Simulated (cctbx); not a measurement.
## Diagnosing a refinement

Cell a = 8.4120 Å, b = 8.4120 Å, c = 8.4120 Å, α = 90.00°, β = 90.00°, γ = 90.00°; space group Fm-3m (no. 225). The compound is Tl2GaCuF6.

The data are simulated with cctbx, not measured: Mo Kα, λ = 0.71073 Å, to d = 0.7 Å, 50 % of the full sphere, strongest reflection 20000 counts, noise from counting, a 2 % proportional error and a noise floor of 8 counts (s.d.); no absorption, and some extinction, which the refinements don't model.

An anisotropic refinement with weights 1/σ² prints:

```text
Rint 0.021, 71 unique reflections to 0.70 A
cycle     R1     wR2    GooF  max shift (A)
   1  0.0146  0.0338   2.864   0.00047
   2  0.0094  0.0199   1.687   0.00000
final R1 0.0094 wR2 0.0199 GooF 1.687  parameters 6  data/parameter 11.8
atom        x        y        z      Ueq    occ   su(xyz)  su(Uiso or U11)
Tl1    0.25000  0.75000  0.75000   0.0129  1.000  0.00000  0.0001
Cu1    0.00000  0.00000  0.00000   0.0175  1.000  0.00000  0.0006
Ga1    0.50000  0.00000  0.00000   0.0321  1.000  0.00000  0.0007
F1     0.00000  0.00000  0.77784   0.0306  1.000  0.00054  0.0014
difference map: max 1.57 min -1.89 rms 0.24
Q1    0.0000  0.0000  0.5000    4    1.57  0.00 A from Ga1
Q2    0.1375  0.1375  0.1375   32    1.30  1.64 A from Tl1
Q3    0.0000  0.0000  0.0698   24    0.90  0.59 A from Cu1
Q4    0.0000  0.0000  0.1643   24    0.82  0.49 A from F1
Q5    0.1727  0.1727  0.3273   32    0.65  1.13 A from Tl1
Q6    0.0537  0.1792  0.1792   96    0.56  1.61 A from F1
```

**Question.** Can this result stand? If not, what is the likely fault?

Mend it. The fault: elements exchanged: Ga1 is Cu and Cu1 is Ga. Against the right model at the same level, R1 goes from 0.0065 to 0.0094 and GooF from 1.08 to 1.69, U of Cu1 shrinks from 0.0237 to 0.0175 Å², U of Ga1 swells from 0.0253 to 0.0321 Å², the top difference peak, 1.6 e/Å³, lies on Ga1 and a hole of -1.9 e/Å³ opens. Ga1 has 2 electrons too many and its U swells to shed them, as expected (near an absorption edge f′ can widen the mismatch well beyond the difference in Z); Cu1 has 2 electrons too few and its U shrinks to make up, as expected (near an absorption edge f′ can widen the mismatch well beyond the difference in Z).

The compound is Tl2GaCuF6. The right model at the same level gives:

```text
Rint 0.021, 71 unique reflections to 0.70 A
cycle     R1     wR2    GooF  max shift (A)
   1  0.0067  0.0128   1.082   0.00005
   2  0.0065  0.0127   1.078   0.00000
final R1 0.0065 wR2 0.0127 GooF 1.078  parameters 6  data/parameter 11.8
atom        x        y        z      Ueq    occ   su(xyz)  su(Uiso or U11)
Tl1    0.25000  0.75000  0.75000   0.0129  1.000  0.00000  0.0001
Ga1    0.00000  0.00000  0.00000   0.0237  1.000  0.00000  0.0004
Cu1    0.50000  0.00000  0.00000   0.0253  1.000  0.00000  0.0004
F1     0.00000  0.00000  0.77789   0.0292  1.000  0.00033  0.0009
difference map: max 0.61 min -0.66 rms 0.16
Q1    0.0000  0.0000  0.1399   24    0.61  0.69 A from F1
Q2    0.0000  0.1274  0.1274   48    0.60  1.34 A from F1
Q3    0.1604  0.1604  0.1604   32    0.58  1.31 A from Tl1
Q4    0.0411  0.0411  0.3805   96    0.44  1.12 A from Cu1
Q5    0.0000  0.2062  0.2938   48    0.39  1.84 A from F1
Q6    0.1039  0.2172  0.2828   96    0.35  1.29 A from Tl1
```

This is a model crystal, built by substitution and not relaxed, with assumed displacement parameters.

[Middle refinement cycles are left out of these outputs.]

[Logs are printed without paths, hosts, clocks, repeated set-up lines and the standing remarks that a program may print on its own settings, such as how far it seeks lower states.]
